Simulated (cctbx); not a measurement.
## K3RhBr6 with cctbx, script by script

Library: cctbx 2025.11. The data are simulated by the first script.

## 1. Simulate the data

run.py:

```python
from cctbx import adptbx, crystal, miller, sgtbx, xray
from cctbx.array_family import flex
from iotbx.shelx import hklf
from scitbx import matrix
import scitbx.random

cs = crystal.symmetry(unit_cell=(12.919, 7.815, 12.424, 90, 107.73, 90), space_group_symbol='Hall: -P 2ybc')  # P2_1/c
atoms = [  # label, site, U (iso, or U11 U22 U33 U12 U13 U23 in A^2), occupancy
    ("Rh1", (0, 0, 0), (0.0175, 0.0202, 0.0188, 0.0009, 0.0068, -0.0003), 1),
    ("Rh2", (0.5, 0, 0.5), (0.0215, 0.0156, 0.0133, 0.0016, 0.0044, 0.0000), 1),
    ("Br1", (0.3784, 0.814, 0.3636), (0.0332, 0.0331, 0.0267, -0.0001, 0.0092, 0.0001), 1),
    ("Br2", (0.594, 0.7433, 0.6039), (0.0216, 0.0233, 0.0203, 0.0020, 0.0087, 0.0005), 1),
    ("Br3", (0.3809, 0.4893, 0.1229), (0.0201, 0.0269, 0.0211, -0.0001, 0.0057, 0.0003), 1),
    ("Br4", (0.8634, 0.7096, 0.3967), (0.0178, 0.0242, 0.0205, 0.0003, 0.0054, 0.0001), 1),
    ("Br5", (0.8565, 0.3126, 0.5115), (0.0139, 0.0172, 0.0142, 0.0003, 0.0034, 0.0011), 1),
    ("Br6", (0.002, 0.3728, 0.3195), (0.0164, 0.0166, 0.0150, 0.0001, 0.0051, 0.0006), 1),
    ("K1", (0.6001, 0.951, 0.8624), (0.0225, 0.0192, 0.0204, -0.0015, 0.0058, -0.0019), 1),
    ("K2", (0.8165, 0.0672, 0.2647), (0.0316, 0.0273, 0.0339, 0.0038, 0.0150, 0.0004), 1),
    ("K3", (0.8155, 0.571, 0.1163), (0.0276, 0.0209, 0.0251, -0.0007, 0.0084, -0.0026), 1),
]
xs = xray.structure(crystal_symmetry=cs)
for label, site, u, occ in atoms:
    u = adptbx.u_cif_as_u_star(cs.unit_cell(), u) if isinstance(u, tuple) else u
    xs.add_scatterer(xray.scatterer(label, site=site, u=u, occupancy=occ))
xs.set_inelastic_form_factors(1.54184, "sasaki")
xs.show_summary()
p1 = xs.expand_to_p1()
ms = miller.build_set(p1, anomalous_flag=True, d_min=0.8)
flex.set_random_seed(200443)
scitbx.random.set_random_seed(200443)
ms = ms.select(flex.random_double(ms.size()) < 0.5)
i = ms.structure_factors_from_scatterers(p1, algorithm="direct").f_calc().as_intensity_array().data()
i = i / flex.sqrt(1 + 0.1 * i / flex.max(i))  # extinction
i = i * 20000 / flex.max(i)
sig = flex.sqrt(i + flex.pow2(0.04 * i) + 8 ** 2)
noise = scitbx.random.variate(scitbx.random.normal_distribution())(i.size())
data = ms.array(data=i + sig * noise, sigmas=sig).set_observation_type_xray_intensity()
with open("data.hkl", "w") as f:
    data.export_as_shelx_hklf(f)
print("reflections written:", data.size(), " <I/sigma> = %.1f" % flex.mean(data.data() / data.sigmas()))
for h, a, b in list(data.sort("data"))[:12]:
    print("%4d%4d%4d %9.1f %7.1f" % (h + (a, b)))
```

```console
$ python run.py
```

```text
Number of scatterers: 11
At special positions: 2
Unit cell: (12.919, 7.815, 12.424, 90, 107.73, 90)
Space group: P 1 21/c 1 (No. 14)
reflections written: 4906  <I/sigma> = 9.2
   2  -2   2   19747.4   812.4
   4   0  -4   15466.2   598.4
   2   2  -6   15134.0   598.0
  -2  -2   6   14828.8   598.0
  -4   0   4   14189.4   598.4
   5   0   0   12047.0   483.1
  -5   0   0   11467.4   483.1
   1  -1  -4    9713.2   379.4
   1   1  -4    9550.0   379.4
  -1   1   4    8953.2   379.4
   0   0   8    8939.6   358.7
   9   0  -8    8594.5   356.4
```

It took 0.27 s on 1 thread of Arm Neoverse V2, with other jobs on the host, peak memory 0.07 GiB.

## 2. Symmetry

run.py:

```python
from cctbx import crystal, sgtbx, statistics
from cctbx.array_family import flex
from iotbx.shelx import hklf

p1 = crystal.symmetry(unit_cell=(12.919, 7.815, 12.424, 90, 107.73, 90), space_group_symbol="P 1")
raw = hklf.reader(file_name="data.hkl").as_miller_arrays(crystal_symmetry=p1, anomalous=True)[0]
print(raw.size(), "reflections to d = %.3f A" % raw.d_min())
isig = raw.data() / raw.sigmas()
print("centring   violations  <I/sigma> of those")
best = "P"
for c in "ABCIRF":
    a = raw.customized_copy(space_group_info=sgtbx.space_group_info("Hall: %s 1" % c)).sys_absent_flags().data()
    m = flex.mean(isig.select(a))
    print("%5s %10d of %5d %8.1f" % (c, (isig.select(a) > 4).count(True), a.count(True), m))
    if (isig.select(a) > 4).count(True) < 0.01 * a.count(True):
        best = c
raw = raw.select(~raw.customized_copy(space_group_info=sgtbx.space_group_info("Hall: %s 1" % best)).sys_absent_flags().data())
isig = raw.data() / raw.sigmas()
rows = []
for s in sgtbx.space_group_symbol_iterator():
    g = sgtbx.space_group(s)
    if g.conventional_centring_type_symbol() != best or not g.is_compatible_unit_cell(p1.unit_cell(), 1e-3, 0.02):
        continue
    rows.append((s, g))
print("Laue class    unique    Rint  (classes that these axes allow; Friedel mates merged)")
rint = {}
for s, g in rows:
    laue = g.build_derived_patterson_group()
    key = laue.type().hall_symbol()
    if key not in rint:
        m = raw.customized_copy(space_group_info=laue.info(), anomalous_flag=False).merge_equivalents()
        rint[key] = m.r_int()
        print("%-14s %6d %7.3f" % (laue.type().lookup_symbol(), m.array().size(), m.r_int()))
floor = min(rint.values())
good = [(s, g) for s, g in rows if rint[g.build_derived_patterson_group().type().hall_symbol()] < 2 * floor + 0.03]
top = max(g.build_derived_patterson_group().order_z() for s, g in good)
print("space group    extra absences  I>4sigma  <I/sigma>")
for s, g in good:
    laue = g.build_derived_patterson_group()
    if laue.order_z() != top:
        continue
    a = raw.customized_copy(space_group_info=g.info()).sys_absent_flags().data()
    a &= ~raw.customized_copy(space_group_info=laue.info()).sys_absent_flags().data()
    bad = (isig.select(a) > 4).count(True)
    if bad <= 0.03 * a.count(True):
        print("%-16s %8d %10d %9s  %s" % (s.universal_hermann_mauguin(), a.count(True), bad, "%.1f" % flex.mean(isig.select(a)) if a.count(True) else "-", "centric" if g.is_centric() else "acentric"))
laue = max(good, key=lambda t: t[1].build_derived_patterson_group().order_z())[1].build_derived_patterson_group()
f = raw.customized_copy(space_group_info=laue.info(), anomalous_flag=False).merge_equivalents().array().eliminate_sys_absent().f_sq_as_f()
f.set_observation_type_xray_amplitude()
bins = max(3, min(8, f.size() // 12))
f.setup_binner(n_bins=bins)
w = statistics.wilson_plot(f, {e: n / laue.order_z() for e, n in {'Rh': 4.0, 'Br': 24.0, 'K': 12.0}.items()}, e_statistics=True)
print("Wilson B = %.2f A^2   <|E^2-1|> = %.3f (0.968 centric, 0.736 acentric)   E^2>4: %.1f %%" % (w.wilson_b, w.mean_e_sq_minus_1, w.percent_e_sq_gt_2))
print("shell (A)         n   <I/sigma>")
m = raw.customized_copy(space_group_info=laue.info(), anomalous_flag=False).merge_equivalents().array().eliminate_sys_absent()
for b in m.setup_binner(n_bins=bins).range_used():
    sel = m.binner().selection(b)
    print("%5.2f - %4.2f %6d %8.1f" % (min(m.binner().bin_d_range(b)[0] if m.binner().bin_d_range(b)[0] > 0 else 99, 99), m.binner().bin_d_range(b)[1], sel.count(True), flex.mean((m.data() / m.sigmas()).select(sel))))
```

```console
$ python run.py
```

```text
4906 reflections to d = 0.800 A
centring   violations  <I/sigma> of those
    A       1500 of  2421      7.9
    B       1604 of  2503      8.2
    C       1560 of  2446      8.3
    I       1673 of  2432      9.4
    R       2203 of  3272      9.2
    F       2332 of  3685      8.1
Laue class    unique    Rint  (classes that these axes allow; Friedel mates merged)
P -1             3674   0.036
P 1 2/m 1        2408   0.039
space group    extra absences  I>4sigma  <I/sigma>
P 1 2 1                 0          0         -  acentric
P 1 21 1                3          0       0.7  acentric
P 1 m 1                 0          0         -  acentric
P 1 c 1               205          0      -0.0  acentric
P 1 2/m 1               0          0         -  centric
P 1 21/m 1              3          0       0.7  centric
P 1 2/c 1             205          0      -0.0  centric
P 1 21/c 1            208          0      -0.0  centric
Wilson B = 1.62 A^2   <|E^2-1|> = 0.942 (0.968 centric, 0.736 acentric)   E^2>4: 4.7 %
shell (A)         n   <I/sigma>
12.31 - 1.60    312     15.7
 1.60 - 1.27    304     14.8
 1.27 - 1.11    312     13.5
 1.11 - 1.01    300     13.2
 1.01 - 0.94    298     11.4
 0.94 - 0.88    289      9.1
 0.88 - 0.84    300      8.6
 0.84 - 0.80    293      8.5
```

Time: 0.28 s.

## 3. Charge flipping

run.py:

```python
import itertools
from cctbx import crystal, maptbx
from cctbx.array_family import flex
from iotbx.shelx import hklf
from smtbx.ab_initio import charge_flipping as cf

cs = crystal.symmetry(unit_cell=(12.919, 7.815, 12.424, 90, 107.73, 90), space_group_symbol='Hall: -P 2ybc')  # P2_1/c
raw = hklf.reader(file_name="data.hkl").as_miller_arrays(crystal_symmetry=cs, anomalous=True)[0]
merged = raw.eliminate_sys_absent().merge_equivalents()
fo2 = merged.array().set_observation_type_xray_intensity()
f = fo2.average_bijvoet_mates().f_sq_as_f().resolution_filter(d_min=0.9)
p1 = f.expand_to_p1()
p1.setup_binner_counting_sorted(reflections_per_bin=max(40, p1.size() // 12))
work = p1.array(data=p1.data() / p1.amplitude_quasi_normalisations().data())
flex.set_random_seed(43014)
it = cf.weak_reflection_improved_iterator(delta=None, weak_reflection_fraction=0.1)
it.start(work, phases=flex.random_double(p1.size()) * 6.2832, f_000=0)
it.delta = 1.2 * it.rho_map.sigma()
print("cycle      R  skewness")
for n, st in enumerate(itertools.islice(it, 200)):
    if n % 16 == 0:
        print("%5d %6.3f %8.2f" % (n, st.r1_factor(), st.rho_map.skewness()))
rho = p1.phase_transfer(it.f_calc).fft_map().apply_volume_scaling()
polish = cf.low_density_elimination_iterator(constant_rho_c=rho.sigma())
polish.start(f_obs=p1, phases=it.f_calc, f_000=0)
for _ in range(8):
    next(polish)
print("origin shift          correlation  skewness")
maps = []
for fc, shift, cc in itertools.islice(cf.f_calc_symmetrisations(f, polish.f_calc, 0), 4):
    m = f.phase_transfer(fc).fft_map(symmetry_flags=maptbx.use_space_group_symmetry, resolution_factor=0.25).apply_sigma_scaling()
    maps.append((m.skewness(), cc, m))
    print("%6.3f %6.3f %6.3f %10.3f %9.2f" % (tuple(shift) + (cc, m.skewness())))
skew, cc, m = max((t for t in maps if t[1] > maps[0][1] - 0.04), key=lambda t: t[0])
print("taken: symmetry correlation %.3f, skewness %.2f" % (cc, skew))
peaks = m.peak_search(parameters=maptbx.peak_search_parameters(min_distance_sym_equiv=0.9, max_clusters=16)).all()
sps = cs.special_position_settings(min_distance_sym_equiv=0.5)
print("peak      x       y       z  mult  height/sigma")
for k, (x, h) in enumerate(zip(peaks.sites(), peaks.heights())):
    ss = sps.site_symmetry(x)
    print("Q%-3d %7.4f %7.4f %7.4f %4d %8.1f" % ((k + 1,) + tuple(t % 1 for t in ss.exact_site()) + (ss.multiplicity(), h)))
```

```console
$ python run.py
```

```text
cycle      R  skewness
    0  0.596     0.26
   16  0.570     1.17
   32  0.497     2.23
   48  0.502     2.15
   64  0.492     2.45
   80  0.495     2.25
   96  0.500     2.23
  112  0.498     2.24
  128  0.504     2.18
  144  0.499     2.25
  160  0.489     2.20
  176  0.493     2.24
  192  0.505     2.26
origin shift          correlation  skewness
 0.387  0.192  0.293      0.826      0.92
 0.243  0.183  0.240      0.825      0.87
 0.004  0.191  0.170      0.822      0.74
 0.472  0.174  0.009      0.832      1.06
taken: symmetry correlation 0.832, skewness 1.06
peak      x       y       z  mult  height/sigma
Q1    0.1340  0.9883  0.3790    4      8.5
Q2    0.3643  0.1872  0.0142    4      8.1
Q3    0.0000  0.0000  0.5000    2      7.7
Q4    0.0881  0.7542  0.0950    4      5.5
Q5    0.1288  0.2055  0.6367    4      5.0
Q6    0.1743  0.0138  0.1752    4      4.9
Q7    0.3409  0.0944  0.2598    4      4.4
Q8    0.3425  0.9978  0.1226    4      4.3
Q9    0.3488  0.7028  0.3741    4      4.1
Q10   0.4729  0.2017  0.8218    4      4.0
Q11   0.4869  0.1282  0.4553    4      3.9
Q12   0.0949  0.2120  0.2451    4      3.9
Q13   0.1249  0.1738  0.5304    4      3.8
Q14   0.2309  0.0464  0.7401    4      3.7
Q15   0.2826  0.6533  0.5140    4      3.7
Q16   0.3171  0.5475  0.8269    4      3.5
```

Time: 0.48 s.

## 4. Refinement (model from the peaks)

run.py:

```python
import math
from cctbx import adptbx, crystal, maptbx, sgtbx, xray
from cctbx.array_family import flex
from cctbx.xray import observations
from iotbx.shelx import hklf
from scitbx.lstbx import normal_eqns_solving
from smtbx import absolute_structure, utils
from smtbx.refinement import constraints, least_squares

cs = crystal.symmetry(unit_cell=(12.919, 7.815, 12.424, 90, 107.73, 90), space_group_symbol='Hall: -P 2ybc')  # P2_1/c
atoms = [  # label, site, U (iso, or U11 U22 U33 U12 U13 U23 in A^2), occupancy
    ("Rh1", (0.134, 0.9883, 0.379), 0.0200, 1),
    ("Br1", (0.3643, 0.1872, 0.0142), 0.0200, 1),
    ("Br2", (0.0881, 0.7542, 0.095), 0.0200, 1),
    ("Br3", (0.1288, 0.2055, 0.6367), 0.0200, 1),
    ("Br4", (0.1743, 0.0138, 0.1752), 0.0200, 1),
    ("Br5", (0.3409, 0.0944, 0.2598), 0.0200, 1),
    ("Br6", (0.3425, 0.9978, 0.1226), 0.0200, 1),
    ("K1", (0.3488, 0.7028, 0.3741), 0.0200, 1),
    ("K2", (0.4729, 0.2017, 0.8218), 0.0200, 1),
    ("K3", (0.4869, 0.1282, 0.4553), 0.0200, 1),
]
xs = xray.structure(crystal_symmetry=cs)
for label, site, u, occ in atoms:
    u = adptbx.u_cif_as_u_star(cs.unit_cell(), u) if isinstance(u, tuple) else u
    xs.add_scatterer(xray.scatterer(label, site=site, u=u, occupancy=occ))
xs.set_inelastic_form_factors(1.54184, "sasaki")
raw = hklf.reader(file_name="data.hkl").as_miller_arrays(crystal_symmetry=cs, anomalous=True)[0]
merged = raw.eliminate_sys_absent().merge_equivalents()
fo2 = merged.array().set_observation_type_xray_intensity()
print("Rint %.3f, %d unique reflections to %.2f A" % (merged.r_int(), fo2.size(), fo2.d_min()))
for sc in xs.scatterers():
    sc.flags.set_grad_site(True)
    sc.flags.set_grad_u_aniso(sc.flags.use_u_aniso())
    sc.flags.set_grad_u_iso(sc.flags.use_u_iso())
obs = fo2.as_xray_observations()
extra = {}
rep = constraints.reparametrisation(xs, [], utils.connectivity_table(xs), **extra)
ls = least_squares.crystallographic_ls(obs, rep, weighting_scheme=least_squares.mainstream_shelx_weighting(a=0, b=0))
print("cycle     R1     wR2    GooF  max shift (A)")
for cycle in range(6):
    ls.build_up()
    r1, wr2, goof = ls.r1_factor(cutoff_factor=2)[0], ls.wR2(), ls.goof()
    old = xs.sites_cart()
    normal_eqns_solving.levenberg_marquardt_iterations(ls, n_max_iterations=3, tau=0.0001, step_threshold=1e-7)
    big = flex.max((xs.sites_cart() - old).norms())
    print("%4d %7.4f %7.4f %7.3f %9.5f" % (cycle + 1, r1, wr2, goof, big))
    ls.build_up(objective_only=True)
    if abs(ls.wR2() - wr2) < 5e-5 and big < 5e-4:
        break
ls.build_up()
print("final R1 %.4f wR2 %.4f GooF %.3f  parameters %d  data/parameter %.1f" % (ls.r1_factor(cutoff_factor=2)[0], ls.wR2(), ls.goof(), ls.n_parameters, fo2.size() / ls.n_parameters))
cov = ls.covariance_matrix_and_annotations()
su = dict(zip(cov.annotations, (math.sqrt(max(v, 0)) for v in cov.matrix.matrix_packed_u_diagonal())))
a2 = cs.unit_cell().reciprocal_parameters()[0] ** -2
print("atom        x        y        z      Ueq    occ   su(xyz)  su(Uiso or U11)")
for sc in xs.scatterers():
    s = max(su.get(sc.label + k, 0) for k in (".x", ".y", ".z"))
    npd = "" if sc.is_positive_definite_u(cs.unit_cell()) else "  NPD"
    print("%-5s %8.5f %8.5f %8.5f %8.4f %6.3f %8.5f %7.4f%s" % ((sc.label,) + sc.site + (sc.u_iso_or_equiv(cs.unit_cell()), sc.occupancy, s, su.get(sc.label + ".uiso", su.get(sc.label + ".u11", 0) * a2), npd)))
fo = fo2.f_sq_as_f()
fc = fo.structure_factors_from_scatterers(xs, algorithm="direct").f_calc()
diff = fo.f_obs_minus_f_calc(1 / math.sqrt(ls.scale_factor()), fc).average_bijvoet_mates()
m = diff.fft_map(symmetry_flags=maptbx.use_space_group_symmetry, resolution_factor=0.25).apply_volume_scaling()
print("difference map: max %.2f min %.2f rms %.2f" % (m.statistics().max(), m.statistics().min(), m.statistics().sigma()))
peaks = m.peak_search(parameters=maptbx.peak_search_parameters(min_distance_sym_equiv=0.6, max_clusters=6)).all()
near = xs.closest_distances(peaks.sites(), distance_cutoff=4)
sps = cs.special_position_settings(min_distance_sym_equiv=0.5)
for k, (x, h) in enumerate(zip(peaks.sites(), peaks.heights())):
    ss = sps.site_symmetry(x)
    print("Q%-3d %7.4f %7.4f %7.4f %4d %7.2f  %.2f A from %s" % ((k + 1,) + tuple(t % 1 for t in ss.exact_site()) + (ss.multiplicity(), h, near.smallest_distances[k], xs.scatterers()[near.i_seqs[k]].label)))
```

```console
$ python run.py
```

```text
Rint 0.039, 2253 unique reflections to 0.80 A
cycle     R1     wR2    GooF  max shift (A)
   1  0.7535  0.9535  15.529   0.68287
   2  0.6451  0.9003  14.662   0.62145
   3  0.5682  0.8506  13.852   1.12873
   4  0.5514  0.8375  13.639   0.87042
   5  0.5458  0.8333  13.572   0.41216
   6  0.5440  0.8320  13.551   0.14667
final R1 0.5431 wR2 0.8316 GooF 13.543  parameters 40  data/parameter 56.3
atom        x        y        z      Ueq    occ   su(xyz)  su(Uiso or U11)
Rh1    0.12303  0.97922  0.37820   0.0395  1.000  0.00214  0.0044
Br1    0.35613  0.19268  0.01084   0.0004  1.000  0.00151  0.0026
Br2    0.09372  0.75779  0.10397   0.0042  1.000  0.00170  0.0028
Br3    0.11933  0.18053  0.63975   0.0081  1.000  0.00177  0.0029
Br4    0.26080 -0.23939  0.31762   0.7277  1.000  0.05110  0.2606
Br5    0.32253  0.07027  0.26420   0.0577  1.000  0.00370  0.0075
Br6    0.31894  0.98445  0.07672   0.2097  1.000  0.01160  0.0382
K1     0.36133  0.70667  0.39679   0.0001  1.000  0.00299  0.0047
K2     0.50177  0.12866  0.81908   0.0001  1.000  0.00304  0.0048
K3     0.48166  0.14267  0.45989   0.0712  1.000  0.00929  0.0183
difference map: max 138.50 min -23.37 rms 6.98
Q1    0.0000  0.0000  0.5000    2  138.50  2.40 A from Br3
Q2    0.5000  0.0000  0.0000    2  128.60  2.43 A from Br1
Q3    0.5012  0.1262  0.8184    4   88.70  0.02 A from K2
Q4    0.3642  0.7096  0.3944    4   79.46  0.06 A from K1
Q5    0.1176  0.9953  0.3760    4   78.31  0.14 A from Rh1
Q6    0.3585  0.1891  0.0113    4   71.19  0.04 A from Br1
```

Time: 0.64 s.

Figures of merit this high mean that the model is still wrong or incomplete.

## 5. Charge flipping

run.py, as its changes from the last script of this kind:

```diff
@@ -13,3 +13,2 @@
-p1.setup_binner_counting_sorted(reflections_per_bin=max(40, p1.size() // 12))
-work = p1.array(data=p1.data() / p1.amplitude_quasi_normalisations().data())
-flex.set_random_seed(43014)
+work = p1
+flex.set_random_seed(43015)
@@ -20,2 +19,2 @@
-for n, st in enumerate(itertools.islice(it, 200)):
-    if n % 16 == 0:
+for n, st in enumerate(itertools.islice(it, 400)):
+    if n % 33 == 0:
```

```console
$ python run.py
```

```text
cycle      R  skewness
    0  0.612     0.28
   33  0.366     2.97
   66  0.373     2.69
   99  0.371     2.65
  132  0.367     2.69
  165  0.388     2.71
  198  0.377     2.59
  231  0.369     2.71
  264  0.358     2.68
  297  0.378     2.63
  330  0.365     2.60
  363  0.371     2.64
  396  0.377     2.70
origin shift          correlation  skewness
 0.285  0.458  0.233      0.832      0.77
 0.481  0.457  0.022      0.836      0.74
 0.478  0.461  0.271      0.833      0.74
 0.095  0.455  0.172      0.847      0.83
taken: symmetry correlation 0.847, skewness 0.83
peak      x       y       z  mult  height/sigma
Q1    0.4839  0.0010  0.8012    4      7.2
Q2    0.0619  0.0006  0.7147    4      5.3
Q3    0.2528  0.5575  0.8865    4      5.2
Q4    0.0420  0.1220  0.7972    4      5.1
Q5    0.1351  0.7274  0.7925    4      4.9
Q6    0.2835  0.2396  0.1989    4      4.8
Q7    0.1128  0.2002  0.2753    4      4.5
Q8    0.2858  0.1888  0.9933    4      4.5
Q9    0.0283  0.1644  0.9006    4      4.4
Q10   0.4254  0.1861  0.7958    4      4.3
Q11   0.4733  0.2602  0.0565    4      4.2
Q12   0.2776  0.7254  0.6627    4      4.1
Q13   0.9923  0.0980  0.3283    4      3.7
Q14   0.0627  0.9892  0.3756    4      3.6
Q15   0.0477  0.0048  0.1837    4      3.5
Q16   0.0826  0.7267  0.4565    4      3.4
```

Time: 0.59 s.

[Logs are printed without paths, hosts, clocks, repeated set-up lines and the standing remarks that a program may print on its own settings, such as how far it seeks lower states.]
